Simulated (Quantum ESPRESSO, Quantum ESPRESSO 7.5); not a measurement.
## Ti(0001): thickness series by an ASE script

How thick must a slab of Ti(0001) be?

Calculated with Quantum ESPRESSO 7.5; plane-wave DFT, PBE, GBRV ultrasoft pseudopotentials.

**What experiment says.**

For Ti (polycrystalline sample, no single face), “Anisotropic work function of elemental crystals” (2019, arxiv:1902.07811) quotes earlier work: work function, loosely compared (polycrystalline sample, no single face) 4.33 eV.

## (1) Starting point

The cell holds 8 atoms: 8 Ti. Cell: a = 2.950 Å, b = 2.950 Å, c = 31.396 Å, α = 90.0°, β = 90.0°, γ = 60.0°. It derives from Ti. Vacuum lies along c.

Coordinates:

```xyz
8
Lattice="2.9500 0.0000 0.0000 1.4750 2.5548 0.0000 0.0000 0.0000 31.3961" Properties=species:S:1:pos:R:3
Ti    2.9500    1.7032    7.5000
Ti    0.0000    0.0000    9.8423
Ti    2.9500    1.7032   12.1846
Ti    0.0000    0.0000   14.5269
Ti    2.9500    1.7032   16.8692
Ti    0.0000    0.0000   19.2115
Ti    2.9500    1.7032   21.5538
Ti    0.0000    0.0000   23.8961
```

## (2) Running the series

ASE writes the inputs, starts pw.x and reads the results. Under ESM bc1 the zero of energy of a symmetric slab is the vacuum, so the work function is minus the Fermi level.

Contents of run.py:

```python
import json
import numpy as np
from ase.build import hcp0001
from ase.calculators.espresso import Espresso, EspressoProfile

profile = EspressoProfile(command='mpirun -n 4 pw.x -nk 4', pseudo_dir='../pseudo')
pseudopotentials = {'Ti': 'ti_pbe_v1.4.uspp.F.UPF'}
system = {'ecutwfc': 40, 'ecutrho': 200, 'occupations': 'smearing', 'smearing': 'mv', 'degauss': 0.02}


def calculator(name, kpts, **extra):
    data = dict(control=dict(tprnfor=True, verbosity='high', disk_io='none'),
                system=system | extra,
                electrons=dict(conv_thr=1e-07, mixing_beta=0.4, mixing_mode='local-TF',
                               electron_maxstep=100))
    return Espresso(profile=profile, directory=name, pseudopotentials=pseudopotentials, kpts=kpts, input_data=data)


def centre(atoms):
    z = atoms.positions[:, 2]
    atoms.positions[:, 2] -= (z.max() + z.min()) / 2  # ESM wants the slab about z = 0
    return atoms


rows = []
for n in [2, 4, 6, 8]:
    slab = centre(hcp0001('Ti', size=(1, 1, n), a=2.95, c=4.6846, vacuum=7.5, periodic=True))
    slab.set_initial_magnetic_moments([0.0] * n)
    slab.calc = calculator(f'n{n}', (12, 12, 1), assume_isolated='esm', esm_bc='bc1')
    energy = slab.get_potential_energy()
    work = -slab.calc.get_fermi_level()
    force = slab.get_forces()[-1, 2]
    rows.append([n, energy, work, force])
    print(f'{n} layers: E = {energy:.5f} eV, work function {work:.3f} eV, force on the top atom {force:+.3f} eV/A')

n, energy = np.array(rows)[:, :2].T
slope, offset = np.polyfit(n[1:], energy[1:], 1)
area = np.linalg.norm(np.cross(*slab.cell[:2]))
gamma = offset / (2 * area) * 16.0218
print(f'bulk energy from the slope {slope:.5f} eV an atom; unrelaxed surface energy {gamma:.3f} J/m^2')
json.dump(dict(rows=rows, slope=slope, gamma=gamma), open('result.json', 'w'))
```

Started as:

```sh
$ OMP_NUM_THREADS=1 python run.py
```

The program printed:

```text
2 layers: E = -3243.05816 eV, work function 4.463 eV, force on the top atom -1.037 eV/A
4 layers: E = -6487.98771 eV, work function 4.435 eV, force on the top atom -0.589 eV/A
6 layers: E = -9732.96399 eV, work function 4.430 eV, force on the top atom -0.585 eV/A
8 layers: E = -12977.93823 eV, work function 4.429 eV, force on the top atom -0.591 eV/A
bulk energy from the slope -1622.48763 eV an atom; unrelaxed surface energy 2.086 J/m^2
```

Run time: 5.6 min. Hardware: 4 MPI ranks of Arm Neoverse V2, shared host; peak memory 0.84 GiB.

The input that ASE wrote for the first run, and its log:

```
&CONTROL
   verbosity        = 'high'
   tprnfor          = .true.
   disk_io          = 'none'
   pseudo_dir       = '../pseudo'
/
&SYSTEM
   ecutwfc          = 40
   ecutrho          = 200
   occupations      = 'smearing'
   degauss          = 0.02
   smearing         = 'mv'
   assume_isolated  = 'esm'
   esm_bc           = 'bc1'
   ntyp             = 1
   nat              = 2
   ibrav            = 0
/
&ELECTRONS
   electron_maxstep = 100
   conv_thr         = 1e-07
   mixing_mode      = 'local-TF'
   mixing_beta      = 0.4
/
&IONS
/
&CELL
/
&FCP
/
&RISM
/
ATOMIC_SPECIES
Ti 47.867 ti_pbe_v1.4.uspp.F.UPF

K_POINTS automatic
12 12 1  0 0 0

CELL_PARAMETERS angstrom
2.95000000000000 0.00000000000000 0.00000000000000
1.47500000000000 2.55477494116409 0.00000000000000
0.00000000000000 0.00000000000000 17.34230000000000

ATOMIC_POSITIONS angstrom
Ti -0.0000000000 1.7031832941 -1.1711500000  
Ti 0.0000000000 0.0000000000 1.1711500000
```

```text
Program PWSCF v.7.5 starts
[citation notice left out]

     Parallel version (MPI & OpenMP), running on       4 processor cores
     Number of MPI processes:                 4
     Threads/MPI process:                     1

     MPI processes distributed on     1 nodes
[... 1 line left out ...]

Warning: card &CELL ignored
Warning: card &FCP ignored
Warning: card &RISM ignored

     Current dimensions of program PWSCF are:
     Max number of different atomic species (ntypx) = 10
     Max number of k-points (npk) =  40000
     Max angular momentum in pseudopotentials (lmaxx) =  4
     Message from routine setup:
     using ibrav=0 with symmetry is DISCOURAGED, use correct ibrav instead

     K-points division:     npool     =       4
     Subspace diagonalization in iterative solution of the eigenvalue problem:
     a serial algorithm will be used

     G-vector sticks info
     --------------------
     sticks:   dense  smooth     PW     G-vecs:    dense   smooth      PW
     Sum         433     349    109                42279    30203    5499

     Using Slab Decomposition

     bravais-lattice index     =            0
     lattice parameter (alat)  =       5.5747  a.u.
     unit-cell volume          =     882.0190 (a.u.)^3
     number of atoms/cell      =            2
     number of atomic types    =            1
     number of electrons       =        24.00
     number of Kohn-Sham states=           16
     kinetic-energy cutoff     =      40.0000  Ry
     charge density cutoff     =     200.0000  Ry
     scf convergence threshold =      1.0E-07
     mixing beta               =       0.4000
     number of iterations used =            8  local-TF  mixing
     Exchange-correlation=  SLA  PW   PBX  PBC
                           (   1   4   3   4   0   0   0)

     Effective Screening Medium Method
     =================================
     Boundary Conditions: Vacuum-Slab-Vacuum
     total charge in unit cell        =   0.0000
     grid points for fit at edges     =        4

[... 10 lines left out ...]
     PseudoPot. # 1 for Ti read from file:
     ../pseudo/ti_pbe_v1.4.uspp.F.UPF
     Pseudo is Ultrasoft + core correction, Zval = 12.0
     Generated by new atomic code, or converted to UPF format
     Using radial grid of  851 points,  6 beta functions with:
                l(1) =   0
                l(2) =   0
                l(3) =   1
                l(4) =   1
                l(5) =   2
                l(6) =   2
     Q(r) pseudized with  6 coefficients,  rinner =    1.000   1.000   1.000
                                                       1.000   1.000

     atomic species   valence    mass     pseudopotential
     Ti               12.00    47.86700     Ti( 1.00)

     12 Sym. Ops., with inversion, found ( 6 have fractional translation)

                                    s                        frac. trans.

      isym =  1     identity

[... 504 lines left out ...]

     total energy              =    -238.36038370 Ry
     estimated scf accuracy    <       0.00000241 Ry

     iteration # 22     ecut=    40.00 Ry     beta= 0.40
[... 1 line left out ...]

---- Real-time Memory Report at c_bands before calling an iterative solver
           102 MiB given to the printing process from OS
            75 MiB allocation reported by mallinfo(arena+hblkhd)
[... 1 line left out ...]
------------------
[... 1 line left out ...]

     negative rho (up, down):  4.632E-03 0.000E+00

[... 1 line left out ...]

     End of self-consistent calculation

          k = 0.0000 0.0000 0.0000 (  3797 PWs)   bands (ev):

   -61.4525 -61.3900 -37.8931 -37.5649 -37.4222 -37.4222 -37.3756 -37.3756
    -9.5812  -7.7092  -4.6659  -4.2494  -3.9491  -3.7327  -3.7326  -3.5857

     occupation numbers
     1.0000   1.0000   1.0000   1.0000   1.0000   1.0000   1.0000   1.0000
     1.0000   1.0000   0.9206   0.0607   0.0006   0.0000   0.0000   0.0000

[... 108 lines left out ...]

     the Fermi energy is    -4.4627 ev

!    total energy              =    -238.36039902 Ry
     estimated scf accuracy    <       0.00000005 Ry
     smearing contrib. (-TS)   =      -0.00256287 Ry
     internal energy E=F+TS    =    -238.35783616 Ry

     The total energy is F=E-TS. E is the sum of the following terms:
     one-electron contribution =     642.36871770 Ry
     hartree contribution      =    -329.08421163 Ry
     xc contribution           =     -35.88198110 Ry
     ewald contribution        =    -515.76036112 Ry

     convergence has been achieved in  22 iterations

     negative rho (up, down):  4.632E-03 0.000E+00

     Forces acting on atoms (cartesian axes, Ry/au):

     atom    1 type  1   force =    -0.00000000    0.00000000    0.04033054
     atom    2 type  1   force =     0.00000000   -0.00000000   -0.04033054
     The non-local contrib.  to forces
     atom    1 type  1   force =     0.00000000    0.00000000   -0.01638791
     atom    2 type  1   force =    -0.00000000   -0.00000000    0.01638791
     The ionic contribution  to forces
     atom    1 type  1   force =    -0.00000000    0.00000000  -66.61714470
     atom    2 type  1   force =     0.00000000   -0.00000000   66.61714470
     The local contribution  to forces
     atom    1 type  1   force =     0.00000000    0.00000000   66.68784336
     atom    2 type  1   force =     0.00000000   -0.00000000  -66.68794532
     The core correction contribution to forces
     atom    1 type  1   force =    -0.00000000   -0.00000000   -0.01342209
     atom    2 type  1   force =     0.00000000    0.00000000    0.01342209
     The Hubbard contrib.    to forces
     atom    1 type  1   force =     0.00000000    0.00000000    0.00000000
     atom    2 type  1   force =     0.00000000    0.00000000    0.00000000
     The SCF correction term to forces
     atom    1 type  1   force =    -0.00000003    0.00000001   -0.00060893
     atom    2 type  1   force =     0.00000000    0.00000001    0.00060927

     Total force =     0.057036     Total SCF correction =     0.000861
     Message from routine punch:
     Nothing written, as per user request (disk_io='none')

[... 1 line left out ...]

[... 1 line left out ...]

[... 1 line left out ...]

[... 3 lines left out ...]

[... 1 line left out ...]

[... 2 lines left out ...]

[... 1 line left out ...]

[... 1 line left out ...]

=------------------------------------------------------------------------------=
   JOB DONE.
=------------------------------------------------------------------------------=
```

Read from the output:

```
surface energy                     : 2.086 J/m²
work function of the thickest slab : 4.429 eV
```

Work function against layers:

```tsv
layers	work function (eV)
2.00	4.46
4.00	4.43
6.00	4.43
8.00	4.43
```

Table of force on the top atom along the normal by layers:

```tsv
layers	force on the top atom along the normal (eV/Å)
2.00	-1.04
4.00	-0.589
6.00	-0.585
8.00	-0.591
```

The energy less the bulk line's slope by layers:

```tsv
layers	energy less the bulk line's slope (meV)
2.00	1917
4.00	1963
6.00	1962
8.00	1963
```

## (3) Running the series: RPBE, GBRV ultrasoft

Level of this step: plane-wave DFT, RPBE, GBRV ultrasoft pseudopotentials made under PBE (Quantum ESPRESSO 7.5). input_dft overrides the functional of the files.

run.py is the input of step 2 with these lines changed:

```diff
@@ -7,3 +7,3 @@
 pseudopotentials = {'Ti': 'ti_pbe_v1.4.uspp.F.UPF'}
-system = {'ecutwfc': 40, 'ecutrho': 200, 'occupations': 'smearing', 'smearing': 'mv', 'degauss': 0.02}
+system = {'ecutwfc': 40, 'ecutrho': 200, 'input_dft': 'rpbe', 'occupations': 'smearing', 'smearing': 'mv', 'degauss': 0.02}
```

Started as:

```sh
$ OMP_NUM_THREADS=1 python run.py
```

The program printed:

```text
2 layers: E = -3244.47713 eV, work function 4.361 eV, force on the top atom -0.883 eV/A
4 layers: E = -6490.68549 eV, work function 4.326 eV, force on the top atom -0.449 eV/A
6 layers: E = -9736.94086 eV, work function 4.325 eV, force on the top atom -0.432 eV/A
8 layers: E = -12983.19422 eV, work function 4.327 eV, force on the top atom -0.436 eV/A
bulk energy from the slope -1623.12718 eV an atom; unrelaxed surface energy 1.938 J/m^2
```

Run time: 5 min. Hardware: 4 MPI ranks; peak memory 0.84 GiB.

This step gave:

- surface energy: 1.938 J/m²
- work function of the thickest slab: 4.327 eV

The work function by layers:

```tsv
layers	work function (eV)
2.00	4.36
4.00	4.33
6.00	4.33
8.00	4.33
```

The force on the top atom along the normal by layers:

```tsv
layers	force on the top atom along the normal (eV/Å)
2.00	-0.883
4.00	-0.449
6.00	-0.432
8.00	-0.436
```

Table of energy less the bulk line's slope by layers:

```tsv
layers	energy less the bulk line's slope (meV)
2.00	1777
4.00	1823
6.00	1822
8.00	1823
```

## (4) By hand

γ = (E_N − N e_bulk)/(2A). The excess of the thickest slab is 1.963 eV and A = 7.537 Å²: 1.963/(2 × 7.537) × 16.02 = 2.09 J/m² (1 eV/Å² = 16.02 J/m²); the fit's intercept gives 2.09.

## (5) Summary of results

```yaml
work_function_of_the_thickest_slab_pbe_gbrv_ultrasoft: 4.43 eV
unrelaxed_surface_energy_pbe_gbrv_ultrasoft: 2.09 J/m²
work_function_of_the_thickest_slab_rpbe_gbrv_ultrasoft_made_under_pbe: 4.33 eV
unrelaxed_surface_energy_rpbe_gbrv_ultrasoft_made_under_pbe: 1.94 J/m²
```

What this shows: The thickest slab gives a work function of 4.43 eV and the series an unrelaxed surface energy of 2.09 J/m² (PBE, GBRV ultrasoft). The work function swings by 0.03 eV over 2 to 8 layers and by 0.00 eV over the last step; confined states crossing the Fermi level and the finite mesh both contribute. From 2 layers on it stays within 0.1 eV. The force on the top atom of the thickest slab points inwards (0.59 eV/Å). Experiment, extrapolated from the liquid and averaged over faces, gives a surface energy of 1.99 J/m² (arxiv:0801.1077, 2008); the value here lies within 10 % of it. The slabs are cut from the bulk at the tabulated lattice constant and not relaxed; the surface energy comes from a straight line through the energies of all but the thinnest slab.

Calculation against experiment:

| quantity | measured | PBE, GBRV | RPBE, GBRV (made under PBE) |
| --- | --- | --- | --- |
| work function, loosely compared (polycrystalline sample, no single face) (eV) | 4.33 | 4.43 (+0.10 eV) | 4.33 (-0.00 eV) |

Measured values from arxiv:1902.07811 (2019).

Verdict: A polycrystal averages over faces, so this is a loose comparison.

[Logs are printed without paths, hosts, clocks, repeated set-up lines and the standing remarks that a program may print on its own settings, such as how far it seeks lower states.]

[Hosts, paths, dates, database ids (printed as entryN), source tags and the programs' standing remarks are cut or masked in the printed files.]

[Maps of the electrostatic potential energy from Ansatz leave out the sawtooth potential of an applied field or a dipole correction, so their vacuum need not be flat; planar profiles and work functions include it.]
